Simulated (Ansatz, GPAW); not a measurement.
# Optical response of Zn3RhN (model structure), part 3 of 3

Aim: the dielectric function of Zn3RhN (model structure), and the optical constants that follow from it. The cell was made here by substitution or stacking, whether or not such a phase is known. It was built so: All Ir replaced by Rh and Mn replaced by Zn in the Pm-3m structure of Mn3IrN. The cell is first relaxed with Ansatz.

GPAW 26.7.0; DFT, PBE, plane-wave PAW (GPAW data sets), scalar-relativistic, RPA, optical limit.

So far. Step 3 (Ground state): There are states at the Fermi level within the smearing, so the occupations stay smeared and the carriers get a Drude term.

## (5) Dielectric function, RPA

Transitions between filled and empty bands, summed over the zone, give the optical response, so mesh, band count and broadening shape it.

The induced potential is part of this response.

This step: DFT, PBE, plane-wave PAW (GPAW data sets), scalar-relativistic, RPA, optical limit (GPAW 26.7.0).

The input, df.py:

```python
from gpaw.response.df import DielectricFunction

df = DielectricFunction('full.gpw', frequencies={'type': 'nonlinear', 'domega0': 0.03, 'omega2': 8},
                        ecut=80,
                        eta=0.15,
                        nbands=52,
                        rate=0.1,
                        txt='df.txt')
for direction in ['x']:
    df.get_dielectric_function(xc='RPA', direction=direction, filename=f'df_{direction}.csv')
```

Launch:

```bash
OMP_NUM_THREADS=1 python df.py
```

The log of the run:

```text
Using integrator: PointIntegrator
NonLinearFrequencyDescriptor(from 0.000 to 70.925 eV, 507 points)
Nonperiodic BCs:  [False False False]
Using integrator: PointIntegrator
NonLinearFrequencyDescriptor(from 0.000 to 70.925 eV, 507 points)
Nonperiodic BCs:  [False False False]
Using integrator: PointIntegrator

Calculating chi0 body with:
    Ground state adapter containing:
    Number of spins: 1
    Number of kpoints: 512
    Number of irreducible kpoints: 35
    Number of completely occupied states: 25
    Number of partially occupied states: 30

    Linear response parametrization:
    q_c: [0.0, 0.0, 0.0]
    Number of frequency points: 507
    Planewave cutoff: 80.0
    Number of bands: 52
    Number of planewaves: 93
    Broadening (eta): 0.15

Integrating chi0 body.

Symmetries of q_c:
    Direct symmetries (Uq -> q): 48
    Indirect symmetries (TUq -> q): 0
In total 48 allowed symmetries.

35 groups of equivalent kpoints. 93.1640625% reduction.

Integral kind: spectral function

Calculating chi0 optical extensions with:
    Ground state adapter containing:
    Number of spins: 1
    Number of kpoints: 512
    Number of irreducible kpoints: 35
    Number of completely occupied states: 25
    Number of partially occupied states: 30

    Linear response parametrization:
    Number of frequency points: 507
    Planewave cutoff: 80.0
    Number of bands: 52
    Number of planewaves: 93
    Broadening (eta): 0.15
Integrating chi0 head and wings.

Symmetries of q_c:
    Direct symmetries (Uq -> q): 48
    Indirect symmetries (TUq -> q): 0
In total 48 allowed symmetries.

35 groups of equivalent kpoints. 93.1640625% reduction.

Integral kind: spectral function wings

Calculating drude chi0 with:
    Number of frequency points:507
    Plasma frequency decay rate: 0.1 eV

    Ground state adapter containing:
    Number of spins: 1
    Number of kpoints: 512
    Number of irreducible kpoints: 35
    Number of completely occupied states: 25
    Number of partially occupied states: 30

Symmetries of q_c:
    Direct symmetries (Uq -> q): 48
    Indirect symmetries (TUq -> q): 0
In total 48 allowed symmetries.

35 groups of equivalent kpoints. 93.1640625% reduction.

Integral kind: intraband
Plasma frequency:
[[3.57+0.j 0.  -0.j 0.  +0.j]
 [0.  -0.j 3.57+0.j 0.  +0.j]
 [0.  +0.j 0.  +0.j 3.57+0.j]]
```

Run time: 11 s. Hardware: 1 thread of Arm Neoverse V2, shared host; peak memory 0.49 GiB.

Some rows of df_x.csv (energy; Re and Im without local fields; Re and Im with them):

```text
0.000000, 1538.149943, 0.000000, 1524.554820, 0.000000
0.460735, -39.514571, 75.889344, -41.083552, 73.538980
0.943989, 2.133463, 55.845195, 3.277112, 52.052372
1.451455, -11.956508, 27.388235, -10.749458, 26.923481
1.984998, -8.132771, 17.359899, -7.730928, 18.069589
2.546682, -6.769697, 13.519253, -6.974133, 13.758063
3.138794, -3.185695, 6.773325, -3.339342, 6.703289
3.763875, -0.438313, 6.087977, -0.461680, 5.836119
4.424758, 1.162729, 7.622856, 1.231176, 7.473022
5.124608, -1.096074, 7.640852, -1.252893, 7.320256
5.866977, -2.537952, 5.413854, -2.391893, 5.333827
6.655862, -0.354074, 3.764238, -0.389280, 3.579123
7.495775, -1.119369, 4.974756, -0.796191, 4.874820
8.391833, -1.364422, 4.053859, -1.239787, 4.044249
9.349861, -1.518587, 2.582638, -1.494342, 2.581414
10.376517, -1.019612, 2.387644, -1.009159, 2.362920
11.479449, -0.841809, 1.499704, -0.834727, 1.487486
12.667487, -0.421005, 1.597611, -0.390998, 1.502074
13.950874, -0.322600, 1.435113, -0.270613, 1.395216
```

Sum at mesh points, not converged in k. Im ε, E ∥ x against photon energy; read off at these points:

photon energy (eV), Im ε, E ∥ x and a bar:
```
      0.5         64 ##############################
      1.0         51 ########################
      1.5         25 ############
      2.0         18 ########
      2.5         14 ######
      3.0          7 ###
      3.5          6 ##
      4.0          6 ##
      4.5          8 ###
      5.0          8 ###
      5.5          7 ###
      6.0          5 ##
      6.5          4 #
      7.0          5 ##
      7.5          5 ##
      8.0          4 #
      8.5          4 #
      9.0          3 #
      9.5          2 #
     10.0          2 
     10.5          2 #
     11.0          2 
     11.5          1 
     12.0          1 
     12.5          1 
     13.0          1 
     13.5          1 
     14.0          1 
     14.5          1
```

Values under 1 per cm are given as 1; sum at mesh points, not converged in k. Table of absorption coefficient, E ∥ x by photon energy:

```tsv
photon energy (eV)	absorption coefficient, E ∥ x (1/cm)
0.492	3.6e5
1.010	5.2e5
1.486	6.5e5
1.985	7.4e5
2.508	8.5e5
3.018	7.9e5
3.510	7.3e5
3.980	6.8e5
4.516	8.4e5
4.981	1.1e6
5.515	1.1e6
6.021	1.2e6
6.494	1.0e6
6.985	1.1e6
7.496	1.3e6
8.026	1.4e6
8.516	1.5e6
9.023	1.5e6
9.483	1.4e6
10.026	1.3e6
10.519	1.5e6
11.029	1.4e6
11.479	1.3e6
12.023	1.2e6
12.504	1.2e6
13.000	1.2e6
13.512	1.3e6
14.040	1.3e6
14.493	1.4e6
```

Sum at mesh points, not converged in k. The loss function −Im 1/ε at q → 0, E ∥ x by energy loss; read off at these points:

```tsv
energy loss (eV)	loss function −Im 1/ε at q → 0, E ∥ x
0.50	0.0127
1.00	0.0195
1.50	0.0347
2.00	0.0478
2.50	0.0571
3.00	0.0936
3.50	0.148
4.00	0.162
4.50	0.128
5.00	0.124
5.50	0.139
6.00	0.175
6.50	0.246
6.66	0.276
7.00	0.207
7.50	0.200
8.00	0.216
8.50	0.215
9.00	0.250
9.50	0.289
10.00	0.395
10.50	0.333
11.00	0.420
11.50	0.513
12.00	0.690
12.18	0.726
12.50	0.692
13.00	0.747
13.50	0.692
14.00	0.677
14.50	0.659
```

Sum at mesh points, not converged in k. The Im ε, E ∥ x by photon energy; read off at these points:

```tsv
photon energy (eV)	without local fields	with local fields
0.5	66.8	64.3
1.0	54.5	51.2
1.5	25.9	25.4
2.0	17.2	17.8
2.5	14.1	14.4
3.0	7.49	7.44
3.5	6.32	6.09
4.0	6.41	6.13
4.5	7.80	7.66
5.0	8.05	7.90
5.5	7.33	6.98
6.0	4.87	4.82
6.5	3.84	3.73
7.0	5.07	4.82
7.5	4.97	4.88
8.0	3.81	3.89
8.5	3.96	4.01
9.0	2.90	2.90
9.5	2.41	2.42
10.0	2.15	2.12
10.5	2.38	2.36
11.0	1.67	1.63
11.5	1.49	1.48
12.0	1.28	1.22
12.5	1.50	1.40
13.0	1.37	1.27
13.5	1.39	1.35
14.0	1.45	1.42
14.5	1.30	1.27
```

Sum at mesh points, not converged in k. The reflectivity at normal incidence, E ∥ x by photon energy; read off at these points:

```tsv
photon energy (eV)	reflectivity at normal incidence, E ∥ x (%)
0.500	77.8
0.750	64.9
1.000	67.6
1.250	69.3
1.500	65.0
1.750	62.3
2.000	61.3
2.250	59.0
2.500	59.5
2.750	60.3
3.000	55.6
3.250	45.8
3.500	42.9
3.750	35.4
4.000	32.4
4.250	31.4
4.500	35.3
4.750	38.0
5.000	41.4
5.250	40.8
5.500	40.6
5.750	45.2
6.000	42.6
6.250	39.2
6.500	35.1
6.750	27.4
7.000	31.1
7.250	32.7
7.500	34.8
7.750	37.8
7.907	40.4
8.000	39.9
8.250	35.1
8.500	39.0
8.704	42.4
8.750	42.2
9.000	42.0
9.250	40.3
9.500	41.3
9.750	37.8
10.000	33.3
10.250	32.7
10.500	36.8
10.663	41.0
10.750	40.7
11.000	38.7
11.250	36.2
11.500	34.5
11.750	34.4
12.000	29.5
12.250	25.1
12.500	22.6
12.750	26.8
13.000	23.5
13.250	22.6
13.500	24.9
13.750	23.4
14.000	23.4
14.250	27.2
14.500	30.0
14.750	33.8
```

From ε follow the optical constants at some laser and lamp lines:

```tsv
wavelength (nm)	n	k	R (%)	1/α
1550	5.12	4.476	64.4	28 nm
1064	4.32	5.211	68.8	16 nm
800	2.98	4.103	63.5	16 nm
633	2.48	3.774	62.4	13 nm
450	1.68	3.119	60.3	11 nm
365	1.54	2.183	45.1	13 nm
193	1.19	1.649	36.7	9.3 nm
```

In reflection the computed colour is light grey: x = 0.315, y = 0.327, luminous reflectivity 59 %.

## (6) Summary of results

In words: At this level (PBE, RPA) Zn3RhN is a metal. The mesh is too coarse to trust the carriers' weight, the reflectivity or the colour to better than tens of per cent. The cell grew by 39.2 % in volume. In reflection the computed colour is light grey: x = 0.315, y = 0.327, luminous reflectivity 59 %. The carriers' damping of 0.1 eV is typed, not computed; it shapes the response at the lowest energies. The cell grew by 39 % in the relaxation, which can come from the guessed start or, where layers or molecules are weakly bound, from the missing dispersion term; a larger cell lowers ε. In this version of GPAW the matrix elements of the optical limit are incomplete, which can lower ε − 1 by up to a tenth where first-row anions or d states rule, and shift it by more in d metals. GPAW's carrier term has the form −ωp²/(ω + i·rate)², which damps like twice the rate and fails at low energy, so the curves leave the lowest energies out. The sum runs over mesh points 0.19 Å⁻¹ apart with no interpolation, so peaks are partly noise of the mesh, and the Drude plasma energy, a sum over the Fermi surface, isn't converged.

[Machine, clock and banner lines and Python warnings are left out of the logs.]

[Logs are printed without paths, hosts, clocks, repeated set-up lines and the standing remarks that a program may print on its own settings, such as how far it seeks lower states.]

[Hosts, paths, dates, database ids (printed as entryN), source tags and the programs' standing remarks are cut or masked in the printed files.]
